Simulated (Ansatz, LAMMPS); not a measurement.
# Squeezing and shearing glassy 84SiO2-16BaO (mol %) (71 atoms): runs compared

How stiff is glassy 84SiO2-16BaO (mol %) (71 atoms), and how do its levels respond to strain?

Computed with Ansatz 0.2.0: Kohn-Sham DFT, PBE, PAW (set soft_1), plane waves.

## Step 1: The cell as built

The cell holds 71 atoms: 21 Si, 4 Ba and 46 O. Its edges and angles: a = 9.980 Å, b = 9.980 Å, c = 9.980 Å, α = 90.0°, β = 90.0°, γ = 90.0°. 71 atoms (21 Si, 4 Ba, 46 O) placed at random at 2.83 g/cm³, melted at 4000 K for 10 ps at fixed volume with the Morse and Coulomb pair potential with partial charges (Pedone, Malavasi, Menziani, Cormack and Segre, J. Phys. Chem. B 110, 11780 (2006)). Quenched from 4000 K to 300 K at 200 K/ps and fixed volume, held 10 ps at zero pressure, then minimised at fixed cell.

Limits known from the start: The quench rate of 200 K/ps far exceeds what a furnace or splat quench reaches, so expect more defects and frozen-in strain than in a real sample. The starting topology of bonds comes from the classical model, and needn't be the one that DFT or experiment would give. Only the Γ point is sampled. The levels lack spin–orbit coupling, which is large for the heavy elements here.

## Step 2: The reference run

The reference is a single point at the end of the relaxation.

Every strained cell starts from the geometry of this run, and its atoms are relaxed with the cell held.

Its input, with most atom lines left out:

```yaml
crystal:
  lattice:
    - [10.04577, 0.01502, 0.1568]
    - [0.01502, 10.03704, -0.06104]
    - [0.1568, -0.06104, 9.91808]
  atoms:
    - { symbol: Si, position: [0.76059, 0.93641, 0.55192] }
    - { symbol: Si, position: [0.08746, 0.58689, 0.72267] }
    - { symbol: Si, position: [0.31174, 0.83042, 0.48439] }
    - { symbol: Si, position: [0.59215, 0.18754, 0.54568] }
    - { symbol: Si, position: [0.87459, 0.04186, 0.31048] }
    - { symbol: Si, position: [0.89265, 0.69211, 0.93266] }
    - { symbol: Si, position: [0.36825, 0.08727, 0.35622] }
    [... atom lines 8 to 71 left out ...]
kpoints:
  mp_grid: { grid: [1, 1, 1] }
hamiltonian:
  xc: pbe
  pseudopotentials: { kind: paw, azcp: { folder: soft_1 } }
scf:
  occupations: { method: fixed }
output:
  forces: true
  stress: true
  populations: true
  dos:
    method: { smearing: { sigma: 0.08 } }
    de: 0.1
    projected: { site_lists: { Ba: [Ba], O: [O], Si: [Si] } }
  eigenvalues: true
  write_density: true
  write_potential: true
  volumetric_format: npy
```

```
free energy per atom   : -892.0226 eV/atom
r.m.s. force component : 0.00338 eV/Å
pressure               : -0.01573 GPa
```

Filled and empty levels are parted by 3.43 eV (at Γ alone); a semilocal functional tends to put such gaps too low. In a disordered cell it changes from sample to sample, and tail or defect levels can set it.

## Step 3: The runs

Each row is one run, on 4 threads of Intel Xeon Platinum 8375C at 2.90GHz (Ice Lake), shared host. The free energy is the program's total, comparable only between runs with the same functional, potentials and atoms.

| run | atoms | outcome | ionic steps, all passes | free energy (eV) | time | host memory (GiB) |
| --- | --- | --- | --- | --- | --- | --- |
| Single point at the start | 71 | converged | - | -63328.772 | 6.5 s | 1.2 |
| Cell and atoms relaxed | 71 | converged | 21 | -63333.606 | 80 s | 1.2 |
| Single point at the relaxed geometry | 71 | converged | - | -63333.606 | 9 s | 1.3 |
| Volume -3 % | 71 | converged | 9 | -63333.450 | 44 s | 1.3 |
| Volume +3 % | 71 | converged | 8 | -63333.452 | 43 s | 1.3 |
| Volume -6 % | 71 | converged | 10 | -63332.954 | 51 s | 1.3 |
| Volume +6 % | 71 | converged | 10 | -63333.036 | 55 s | 1.4 |
| Volume -10 % | 71 | converged | 10 | -63331.692 | 56 s | 1.3 |
| Stretched by 1 % along x | 71 | converged | 7 | -63333.572 | 43 s | 1.3 |
| Compressed by 1 % along x | 71 | converged | 6 | -63333.572 | 34 s | 1.3 |
| Sheared by 2 % in xy | 71 | converged | 5 | -63333.558 | 28 s | 1.3 |

In some runs the program notes that the SCF threshold is loose for the stress.

## Step 4: Pressure against volume

Atoms are relaxed at each volume, in the scaled cell.

| volume change (%) | volume (Å³/atom) | energy change (meV/atom) | pressure (GPa) | largest move on relaxing (Å) | bonds | gap (eV) |
| --- | --- | --- | --- | --- | --- | --- |
| -10 | 12.673 | 26.97 | 6.55 | 0.39 | 116 | 3.71 |
| -6 | 13.236 | 9.18 | 3.65 | 0.23 | 115 | 3.61 |
| -3 | 13.659 | 2.21 | 1.72 | 0.11 | 112 | 3.52 |
| +0 | 14.081 | 0.00 | -0.02 | - | 110 | 3.43 |
| +3 | 14.503 | 2.18 | -1.56 | 0.11 | 110 | 3.34 |
| +6 | 14.926 | 8.03 | -2.91 | 0.20 | 110 | 3.23 |

## Step 5: Uniaxial strain and shear

Stress (GPa, compression positive) less that of the relaxed cell, atoms relaxed:

| strain | xx | yy | zz | xy | energy change (meV/atom) |
| --- | --- | --- | --- | --- | --- |
| stretched by 1 % along x | -1.059 | -0.300 | -0.278 | 0.033 | 0.48 |
| compressed by 1 % along x | 1.126 | 0.329 | 0.292 | -0.038 | 0.48 |
| sheared by 2 % in xy | 0.070 | 0.075 | -0.015 | -0.757 | 0.69 |

## Step 6: Findings

The bulk modulus, from the slope of pressure against ln V over the three points nearest the relaxed volume, is 54.6 GPa; a quadratic over all points gives a pressure derivative of about 2.8. The count of bonds runs from 110 to 116 over the series, so at some points contacts cross the cutoffs. The gap goes from 3.71 eV at the smallest volume to 3.23 eV at the largest, -2.9 eV per unit of ln V by a straight line, on the run's k-points. In the Cartesian axes of the cell, finite differences give C11 = 109, C12 = 31.5, C13 = 28.5 and C66 = 37.9 GPa (the shear of 2 % is the engineering strain, εxy = 0.01). The mean of C11, C12 and C13, which equals the bulk modulus in a cubic or isotropic solid, is 56.4 GPa: it agrees with the bulk modulus within 10 %. For an isotropic solid C66 would equal (C11 − C12)/2 = 38.9 GPa; so small a sample needn't be isotropic, and C66 rests on one shear. With the bulk modulus and C66 as K and G, Young's modulus would be about 92 GPa and Poisson's ratio 0.22.

Caveats: Strains are finite and relaxations stop at the force tolerance of the input, which can leave moduli too stiff; they are those of a static cell at zero temperature. Volumes are changed with the cell's shape held, so in an anisotropic solid the modulus lies over the one under free hydrostatic load. The program notes that the SCF threshold of the relaxations is loose for the stress.

The DFT runs together took 7.5 min of wall time.

[Logs are printed without paths, hosts, clocks, repeated set-up lines and the standing remarks that a program may print on its own settings, such as how far it seeks lower states.]

[Hosts, paths, dates, database ids (printed as entryN), source tags and the programs' standing remarks are cut or masked in the printed files.]
